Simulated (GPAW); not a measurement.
## Ballistic transport through a Au chain with a Li atom on top of one atom, from relaxation to T(E)

Aim: the conductance of a Au chain with a Li atom on top of one atom after relaxation, and whether geometry, basis or functional moves it most.

Main program and level: GPAW 26.7.0; GPAW LCAO, PAW setups; relaxation of the junction within the symmetry of its start, lead ends held, in the first sound run; inputs show where later runs differ.

**1. The starting structure**

The cell holds 14 atoms: 13 Au and 1 Li. Cell: a = 9.000 Å, b = 9.000 Å, c = 33.800 Å, α = 90.0°, β = 90.0°, γ = 90.0°. Regions: left lead, 6 atoms (6 Au); channel, 2 atoms (1 Au and 1 Li); right lead, 6 atoms (6 Au). Vacuum lies along a and b. The structure is stacked along c, and the current runs across the ab planes.

**2. Relaxing the atoms**

Transmission follows bond lengths closely, so the atoms between the held lead ends are relaxed first, within whatever symmetry the start has.

run.py reads:

```python
import json
from ase import Atoms
from ase.constraints import FixAtoms
from ase.optimize import BFGS
from gpaw import GPAW, FermiDirac

device = Atoms(
    ['Au', 'Au', 'Au', 'Au', 'Au', 'Au', 'Au', 'Li', 'Au', 'Au', 'Au', 'Au', 'Au', 'Au'],
    positions=[
        [4.50000, 4.50000, 1.30000],
        [4.50000, 4.50000, 3.90000],
        [4.50000, 4.50000, 6.50000],
        [4.50000, 4.50000, 9.10000],
        [4.50000, 4.50000, 11.70000],
        [4.50000, 4.50000, 14.30000],
        [4.50000, 4.50000, 16.90000],
        [7.03460, 4.50000, 16.90000],
        [4.50000, 4.50000, 19.50000],
        [4.50000, 4.50000, 22.10000],
        [4.50000, 4.50000, 24.70000],
        [4.50000, 4.50000, 27.30000],
        [4.50000, 4.50000, 29.90000],
        [4.50000, 4.50000, 32.50000]],
    cell=[[9.0, 0.0, 0.0], [0.0, 9.0, 0.0], [0.0, 0.0, 33.8]],
    pbc=True)

device.set_constraint(FixAtoms([0, 1, 2, 3, 4, 9, 10, 11, 12, 13]))
device.calc = GPAW(mode='lcao', basis='dzp', xc='PBE', h=0.18,
                   kpts={'size': (1, 1, 3), 'gamma': True},
                   symmetry={'tolerance': 1e-3, 'extra_ids': [1, 1, 1, 1, 1, 0, 0, 0, 0, 1, 1, 1, 1, 1]},
                   occupations=FermiDirac(0.1), maxiter=250,
                   mixer=dict(beta=0.1, nmaxold=8, weight=100.0),
                   convergence=dict(density=0.0001), txt='relax.txt')
path = []
opt = BFGS(device, maxstep=0.15)
opt.attach(lambda: path.append((device.get_potential_energy(), device.positions.tolist(), device.get_forces().tolist())))
relaxed = bool(opt.run(fmax=0.05, steps=50))
json.dump(dict(relaxed=relaxed, path=path, positions=device.positions.tolist(), moments=device.get_magnetic_moments().tolist(),
               forces=device.get_forces(apply_constraint=False).tolist()), open('result.json', 'w'))
```

Launch:

```
$ OMP_NUM_THREADS=1 OPENBLAS_NUM_THREADS=1 python run.py
```

Log:

```text
Step          Energy          fmax
BFGS:    0      -17.498005        0.830706
BFGS:    1      -17.511083        0.788717
BFGS:    2      -17.588851        0.515643
BFGS:    3      -17.593846        0.320383
BFGS:    4      -17.599407        0.300465
BFGS:    5      -17.645220        0.768420
BFGS:    6      -17.766106        0.569321
BFGS:    7      -17.913909        0.779433
BFGS:    8      -18.000883        0.694821
BFGS:    9      -18.025133        0.565958
BFGS:   10      -18.041704        0.373282
BFGS:   11      -18.053267        0.183605
BFGS:   12      -18.057762        0.112389
BFGS:   13      -18.058544        0.045935
```

Elapsed: 6.4 min, on 1 thread of Intel Xeon Platinum 8375C at 2.90GHz (Ice Lake), shared host; peak memory 1.5 GiB.

Relaxation path:

```csv
step,energy less that of the first step (eV),largest force (eV/Å)
1,0.0000,0.8307
2,-0.0131,0.7887
3,-0.0907,0.5156
4,-0.0957,0.3204
5,-0.1013,0.3005
6,-0.1509,0.7684
7,-0.2733,0.5693
8,-0.4297,0.7794
9,-0.5245,0.6948
10,-0.5484,0.5660
11,-0.5654,0.3733
12,-0.5775,0.1836
13,-0.5824,0.1124
14,-0.5832,0.0459
```

The atoms that moved most (Å):

```csv
atom,dx,dy,dz,length
Li8,-0.515,0.000,0.000,0.515
Au9,0.465,0.000,-0.067,0.469
Au6,0.465,0.000,0.067,0.469
Au7,-0.351,0.000,0.000,0.351
```

The relaxation lowered the energy of the cell by 0.583 eV (energies extrapolated to zero smearing; the optimiser's log prints free energies). The largest force left on a free atom is 0.046 eV/Å.

**3. Double-zeta polarised basis**

Localised orbitals split the wire into layers that couple to their neighbours alone, which is what the Green's function method needs; double zeta with polarisation is the usual level for numbers.

This step: GPAW LCAO, PAW setups; Landauer transmission from Green's functions with principal layers (ASE), zero bias (GPAW 26.7.0).

run.py reads:

```python
import json
import numpy as np
from ase import Atoms
from ase.transport.calculators import TransportCalculator
from gpaw import GPAW, FermiDirac
from gpaw.lcao.tools import get_lcao_hamiltonian
from scipy.linalg import eigh

# The junction with lead layers at both ends, along the third cell vector
device = Atoms(
    ['Au', 'Au', 'Au', 'Au', 'Au', 'Au', 'Au', 'Li', 'Au', 'Au', 'Au', 'Au', 'Au', 'Au'],
    positions=[
        [4.50000, 4.50000, 1.30000],
        [4.50000, 4.50000, 3.90000],
        [4.50000, 4.50000, 6.50000],
        [4.50000, 4.50000, 9.10000],
        [4.50000, 4.50000, 11.70000],
        [4.96459, 4.50000, 14.36727],
        [4.14876, 4.50000, 16.90000],
        [6.51986, 4.50000, 16.90000],
        [4.96459, 4.50000, 19.43273],
        [4.50000, 4.50000, 22.10000],
        [4.50000, 4.50000, 24.70000],
        [4.50000, 4.50000, 27.30000],
        [4.50000, 4.50000, 29.90000],
        [4.50000, 4.50000, 32.50000]],
    cell=[[9.0, 0.0, 0.0], [0.0, 9.0, 0.0], [0.0, 0.0, 33.8]],
    pbc=True)

# One principal layer of the lead: the first 3 atoms of the device
lead = Atoms(
    ['Au', 'Au', 'Au'],
    positions=[
        [4.50000, 4.50000, 1.30000],
        [4.50000, 4.50000, 3.90000],
        [4.50000, 4.50000, 6.50000]],
    cell=[[9.0, 0.0, 0.0], [0.0, 9.0, 0.0], [0.0, 0.0, 7.8]],
    pbc=True)

settings = dict(mode='lcao', basis='dzp', xc='PBE', h=0.2,
                occupations=FermiDirac(0.1), maxiter=250,
                mixer=dict(beta=0.1, nmaxold=8, weight=100.0),
                convergence=dict(density=0.0001))
energies = np.arange(-2, 2 + 1e-9, 0.025)
eta = 0.0001
n1, n2 = 1, 1
# k and -k transmit alike, so half of the mesh across the current serves
mesh = [(i, j) for i in range(n1) for j in range(n2) if (i, j) <= (-i % n1, -j % n2)]
weights = np.array([1 if (i, j) == (-i % n1, -j % n2) else 2 for i, j in mesh]) / (n1 * n2)

# [... helper functions left out ...]
fermi_lead = ground_state(lead, (1, 1, 15), 'lead.txt')
fermi_device = ground_state(device, (1, 1, 3), 'device.txt')
# [... loop over the mesh left out, but for ...]
        # Shift the lead onto the potential of the device's first layer
        shift = ((H[:, 0, 0] - H0[:, 0, 0]) / S0[0, 0]).real.mean()
# [...]
kT = 8.617333e-5 * 300
bias = [0.1, 0.2, 0.5, 1.0, 1.5, 2.0]
# [... integrals and printing left out ...]
```

Log:

```text
basis functions: device 200, principal layer 45
Fermi level: lead -4.6464 eV, device -4.2240 eV; lead shifted by -0.0063 eV
largest coupling past the next layer 2.46e-07 eV, largest misfit of the first layer 0.008 eV
  E-E_F (eV)   T (one spin)  [channel counts left out]
    -2.000    1.5855e+00
    -1.975    1.4734e+00
    -1.950    1.4747e+00
    -1.925    1.5113e+00
    -1.900    1.5521e+00
    -1.875    1.5854e+00
    -1.850    1.6053e+00
    -1.825    1.6082e+00
    -1.800    1.5908e+00
    -1.775    1.5499e+00
    -1.750    1.4833e+00
    -1.725    1.3904e+00
    -1.700    1.2720e+00
    -1.675    1.1272e+00
    -1.650    9.8115e-01
    -1.625    1.3424e+00
[...]
1.825    9.5465e-01
     1.850    9.4733e-01
     1.875    9.3890e-01
     1.900    9.2917e-01
     1.925    9.1790e-01
     1.950    9.0477e-01
     1.975    8.8941e-01
     2.000    8.7135e-01
conductance at 300 K: 0.95073 G0 a cell; thermopower -0.2449 uV/K
current from the zero-bias T(E) at 0.1 V: 7.3682 uA
current from the zero-bias T(E) at 0.2 V: 14.759 uA
current from the zero-bias T(E) at 0.5 V: 37.374 uA
current from the zero-bias T(E) at 1.0 V: 75.655 uA
current from the zero-bias T(E) at 1.5 V: 114.53 uA
current from the zero-bias T(E) at 2.0 V: 155.95 uA
```

Elapsed: 48 s, on 1 thread; peak memory 1.1 GiB.

Numbers from this step:

```yaml
conductance: 0.9507 G₀
largest_coupling_past_the_next_principal_layer: 2.46e-7 eV
largest_misfit_of_the_first_principal_layer: 0.008433 eV
shift_that_aligns_the_lead: -0.006286 eV
basis_functions_of_the_junction: 200
basis_functions_of_a_principal_layer: 45
transmission_at_the_fermi_level_one_spin: 0.9506
```

One spin. The transmission, zone mean by energy, zero at the Fermi level:

energy (eV), transmission, zone mean and a bar from the least value:
```
   -2.000       1.59 ##################
   -1.900       1.55 #################
   -1.825       1.61 ###################
   -1.800       1.59 ##################
   -1.700       1.27 ##########
   -1.600       1.59 ##################
   -1.500       1.09 #####
   -1.400       2.00 #############################
   -1.375       2.06 ##############################
   -1.300       1.04 ####
   -1.250       1.62 ###################
   -1.200       1.37 #############
   -1.100       1.37 #############
   -1.000       1.30 ###########
   -0.900       1.15 #######
   -0.800       1.08 #####
   -0.700       1.04 ####
   -0.600       1.02 ####
   -0.500       1.01 ####
   -0.400       1.01 ###
   -0.300       1.00 ###
   -0.200       1.00 ###
   -0.100       0.94 ##
    0.000       0.95 ##
    0.100       0.96 ##
    0.200       0.96 ##
    0.300       0.96 ##
    0.400       0.97 ##
    0.500       0.97 ###
    0.600       0.98 ###
    0.700       0.98 ###
    0.800       0.98 ###
    0.900       0.99 ###
    1.000       0.99 ###
    1.100       1.00 ###
    1.200       1.00 ###
    1.300       1.00 ###
    1.400       1.00 ###
    1.500       1.00 ###
    1.600       0.99 ###
    1.700       0.98 ###
    1.800       0.96 ##
    1.900       0.93 #
    2.000       0.87
```

Not self-consistent under bias; the bias window is split evenly. Table of current through one cell, from the zero-bias transmission by bias:

```csv
bias (V),"current through one cell, from the zero-bias transmission (μA)"
0.100,7.37
0.200,14.8
0.500,37.4
1.000,75.7
1.500,115
2.000,156
```

The transmission of the three most open eigenchannels by energy, zero at the Fermi level:

```csv
energy (eV),channel 1,channel 2,channel 3
-2.000,0.987,0.435,0.164
-1.900,0.992,0.493,0.0673
-1.800,0.887,0.452,0.251
-1.700,0.583,0.346,0.343
-1.600,0.993,0.553,0.0397
-1.500,0.970,0.118,3.1e-5
-1.400,0.991,0.933,0.0809
-1.300,0.581,0.426,0.0359
-1.200,0.916,0.320,0.134
-1.100,0.962,0.309,0.0767
-1.000,0.975,0.265,0.0371
-0.900,0.986,0.136,0.0164
-0.800,0.983,0.0782,0.00926
-0.700,0.996,0.0313,0.00735
-0.600,0.997,0.0195,0.00497
-0.500,0.998,0.0132,0.00340
-0.400,0.998,0.00926,0.00239
-0.300,0.997,0.00657,0.00151
-0.200,0.996,0.00435,2.7e-7
-0.100,0.939,1.8e-9,1.1e-11
0.000,0.951,0,0
0.100,0.956,0,0
0.200,0.960,0,0
0.300,0.965,0,0
0.400,0.969,0,0
0.500,0.973,0,0
0.600,0.977,0,0
0.700,0.982,0,0
0.800,0.984,0,0
0.900,0.990,0,0
1.000,0.993,0,0
1.100,0.996,0,0
1.200,0.998,0,0
1.300,0.999,0,0
1.400,0.999,0,0
1.500,0.996,0,0
1.600,0.990,0,0
1.700,0.979,0,0
1.800,0.961,0,0
1.900,0.929,0,0
2.000,0.871,0,0
```

Couplings past the next layer reach 2.5e-7 eV, small enough to drop; the matrix elements of the cell's first layer differ from the bulk lead's by up to 0.0084 eV. That layer keeps its own values in the calculation, and only beyond it is the lead taken as perfect. The Fermi levels of lead and junction count from different zeros of potential, one for each periodic cell; with both set to zero, the small remaining shift is what aligns them. Without spin-orbit coupling, which is large for these atoms, channel counts and T are those of the scalar-relativistic bands. By hand: G = 0.9507 × 77.48 μS = 73.7 μS, a resistance of 13.6 kΩ; at 0.1 V a linear junction would pass 7.37 μA, and the integral over the bias window gives 7.37 μA.

**4. Single-zeta polarised basis**

One radial function a shell plus polarisation makes the matrices smaller; the question is what that costs.

Edit run.py of step 3 so:

```diff
@@ -39,3 +39,3 @@
 
-settings = dict(mode='lcao', basis='dzp', xc='PBE', h=0.2,
+settings = dict(mode='lcao', basis='szp(dzp)', xc='PBE', h=0.2,
                 occupations=FermiDirac(0.1), maxiter=250,
```

Log:

```text
basis functions: device 121, principal layer 27
Fermi level: lead -4.4852 eV, device -4.0153 eV; lead shifted by -0.0120 eV
largest coupling past the next layer 2.47e-07 eV, largest misfit of the first layer 0.018 eV
  E-E_F (eV)   T (one spin)  [channel counts left out]
    -2.000    1.2787e+00
    -1.975    1.3219e+00
    -1.950    1.3752e+00
    -1.925    1.4320e+00
    -1.900    1.4883e+00
    -1.875    1.5417e+00
    -1.850    1.5899e+00
    -1.825    1.6310e+00
    -1.800    1.6628e+00
    -1.775    1.6833e+00
    -1.750    1.6901e+00
    -1.725    1.6810e+00
    -1.700    1.6541e+00
    -1.675    1.6087e+00
    -1.650    1.5457e+00
    -1.625    1.4680e+00
[...]
1.825    9.5771e-01
     1.850    9.4894e-01
     1.875    9.3825e-01
     1.900    9.2510e-01
     1.925    9.0874e-01
     1.950    8.8812e-01
     1.975    8.6176e-01
     2.000    8.2752e-01
conductance at 300 K: 0.94319 G0 a cell; thermopower -0.1542 uV/K
current from the zero-bias T(E) at 0.1 V: 7.3151 uA
current from the zero-bias T(E) at 0.2 V: 14.692 uA
current from the zero-bias T(E) at 0.5 V: 37.392 uA
current from the zero-bias T(E) at 1.0 V: 75.858 uA
current from the zero-bias T(E) at 1.5 V: 115.36 uA
current from the zero-bias T(E) at 2.0 V: 158.13 uA
```

Wall time 44 s (1 thread); peak memory 1.1 GiB.

Numbers from this step:

```
conductance                                    : 0.9432 G₀
largest coupling past the next principal layer : 2.47e-7 eV
largest misfit of the first principal layer    : 0.01807 eV
shift that aligns the lead                     : -0.01203 eV
basis functions of the junction                : 121
basis functions of a principal layer           : 27
transmission at the Fermi level (one spin)     : 0.9423
```

One spin. Transmission, zone mean against energy, zero at the Fermi level:

energy (eV), transmission, zone mean and a bar from the least value:
```
   -2.000       1.28 ##########
   -1.800       1.66 ###################
   -1.750       1.69 ###################
   -1.600       1.38 ############
   -1.450       1.81 ######################
   -1.400       0.93 ##
   -1.250       2.17 ##############################
   -1.200       1.88 #######################
   -1.000       1.31 ###########
   -0.800       1.15 #######
   -0.725       1.22 #########
   -0.600       1.04 #####
   -0.400       1.02 ####
   -0.200       1.01 ####
    0.000       0.94 ###
    0.200       0.96 ###
    0.400       0.97 ###
    0.600       0.98 ###
    0.800       0.98 ###
    1.000       0.99 ####
    1.200       1.00 ####
    1.400       1.00 ####
    1.600       0.99 ####
    1.800       0.96 ###
    2.000       0.83
```

Not self-consistent under bias; the bias window is split evenly. The current through one cell, from the zero-bias transmission by bias:

```csv
bias (V),"current through one cell, from the zero-bias transmission (μA)"
0.100,7.32
0.200,14.7
0.500,37.4
1.000,75.9
1.500,115
2.000,158
```

Transmission of the three most open eigenchannels against energy, zero at the Fermi level:

```csv
energy (eV),channel 1,channel 2,channel 3
-2.000,0.957,0.320,0.00234
-1.900,0.988,0.455,0.0454
-1.800,0.992,0.536,0.135
-1.700,0.881,0.527,0.246
-1.600,0.597,0.436,0.346
-1.500,0.935,0.371,7.1e-5
-1.400,0.884,0.0238,0.0179
-1.300,0.947,0.457,8.5e-4
-1.200,0.959,0.599,0.290
-1.100,0.986,0.306,0.0785
-1.000,0.994,0.245,0.0395
-0.900,0.996,0.231,0.0246
-0.800,0.997,0.123,0.0154
-0.700,0.992,0.0766,0.00754
-0.600,0.997,0.0368,0.00664
-0.500,0.998,0.0259,0.00525
-0.400,0.998,0.0197,0.00420
-0.300,0.997,0.0153,0.00320
-0.200,0.997,0.0119,9.8e-5
-0.100,0.969,0.00532,1.2e-5
0.000,0.942,1.1e-12,0
0.100,0.951,0,0
0.200,0.957,0,0
0.300,0.962,0,0
0.400,0.966,0,0
0.500,0.971,0,0
0.600,0.975,0,0
0.700,0.979,0,0
0.800,0.984,0,0
0.900,0.987,0,0
1.000,0.991,0,0
1.100,0.994,0,0
1.200,0.997,0,0
1.300,0.999,0,0
1.400,0.999,0,0
1.500,0.998,0,0
1.600,0.993,0,0
1.700,0.984,0,0
1.800,0.965,0,0
1.900,0.925,0,0
2.000,0.828,0,0
```

The conductance, 0.943 G₀, lies 0.8 % below that of the dzp run.

**5. GPAW, sz: basis = "sz(dzp)"**

One function for each valence shell of the setup, as for a first survey of a large system.

Edit run.py of step 4 so:

```diff
@@ -39,3 +39,3 @@
 
-settings = dict(mode='lcao', basis='szp(dzp)', xc='PBE', h=0.2,
+settings = dict(mode='lcao', basis='sz(dzp)', xc='PBE', h=0.2,
                 occupations=FermiDirac(0.1), maxiter=250,
```

Log:

```text
basis functions: device 79, principal layer 18
Fermi level: lead -4.4268 eV, device -3.8975 eV; lead shifted by -0.0170 eV
largest coupling past the next layer 2.47e-07 eV, largest misfit of the first layer 0.021 eV
  E-E_F (eV)   T (one spin)  [channel counts left out]
    -2.000    1.5045e+00
    -1.975    1.5711e+00
    -1.950    1.6318e+00
[...]
1.975    9.9510e-01
     2.000    9.9301e-01
conductance at 300 K: 0.95808 G0 a cell; thermopower -0.1208 uV/K
current from the zero-bias T(E) at 0.1 V: 7.4284 uA
current from the zero-bias T(E) at 0.2 V: 14.901 uA
current from the zero-bias T(E) at 0.5 V: 37.746 uA
current from the zero-bias T(E) at 1.0 V: 76.313 uA
current from the zero-bias T(E) at 1.5 V: 114.83 uA
current from the zero-bias T(E) at 2.0 V: 156.22 uA
```

It took 40 s on 1 thread; peak memory 1 GiB.

Numbers from this step:

* conductance: 0.9581 G₀
* largest misfit of the first principal layer: 0.02056 eV
* shift that aligns the lead: -0.01696 eV
* basis functions of the junction: 79
* basis functions of a principal layer: 18
* transmission at the Fermi level (one spin): 0.9573

One spin. Table of transmission, zone mean by energy, zero at the Fermi level:

```csv
energy (eV),"transmission, zone mean"
-2.000,1.50
-1.850,1.77
-1.800,1.74
-1.600,0.996
-1.475,1.55
-1.400,0.904
-1.300,1.91
-1.200,1.53
-1.000,1.22
-0.800,1.10
-0.700,1.05
-0.600,1.02
-0.400,1.01
-0.200,1.01
0.000,0.957
0.200,0.970
0.400,0.980
0.600,0.988
0.800,0.995
1.000,0.999
1.200,0.999
1.400,0.991
1.600,0.952
1.800,0.945
2.000,0.993
```

The conductance, 0.958 G₀, lies 0.8 % above that of the dzp run.

**6. revPBE in the dzp basis: xc = "revPBE"**

Back in the dzp basis, the functional changes from PBE to revPBE, to set the spread between functionals beside that between bases.

Edit run.py of step 5 so:

```diff
@@ -39,3 +39,3 @@
 
-settings = dict(mode='lcao', basis='sz(dzp)', xc='PBE', h=0.2,
+settings = dict(mode='lcao', basis='dzp', xc='revPBE', h=0.2,
                 occupations=FermiDirac(0.1), maxiter=250,
```

Log:

```text
basis functions: device 200, principal layer 45
Fermi level: lead -4.5344 eV, device -4.1101 eV; lead shifted by -0.0046 eV
largest coupling past the next layer 2.61e-07 eV, largest misfit of the first layer 0.010 eV
  E-E_F (eV)   T (one spin)  [channel counts left out]
    -2.000    1.5276e+00
    -1.975    1.4822e+00
    -1.950    1.4960e+00
[...]
1.975    8.7524e-01
     2.000    8.5316e-01
conductance at 300 K: 0.95173 G0 a cell; thermopower -0.1764 uV/K
current from the zero-bias T(E) at 0.1 V: 7.3758 uA
current from the zero-bias T(E) at 0.2 V: 14.772 uA
current from the zero-bias T(E) at 0.5 V: 37.364 uA
current from the zero-bias T(E) at 1.0 V: 75.59 uA
current from the zero-bias T(E) at 1.5 V: 114.32 uA
current from the zero-bias T(E) at 2.0 V: 154.98 uA
```

Elapsed: 47 s, on 1 thread; peak memory 1.1 GiB.

Numbers from this step:

* conductance: 0.9517 G₀
* largest coupling past the next principal layer: 2.61e-7 eV
* largest misfit of the first principal layer: 0.009584 eV
* shift that aligns the lead: -0.004571 eV
* basis functions of the junction: 200
* basis functions of a principal layer: 45
* transmission at the Fermi level (one spin): 0.9515

The conductance equals that of the dzp run to 0.2 %.

(Continued in part 2 of 2.)

[Logs are printed without paths, hosts, clocks, repeated set-up lines and the standing remarks that a program may print on its own settings, such as how far it seeks lower states.]

[Hosts, paths, dates, database ids (printed as entryN), source tags and the programs' standing remarks are cut or masked in the printed files.]
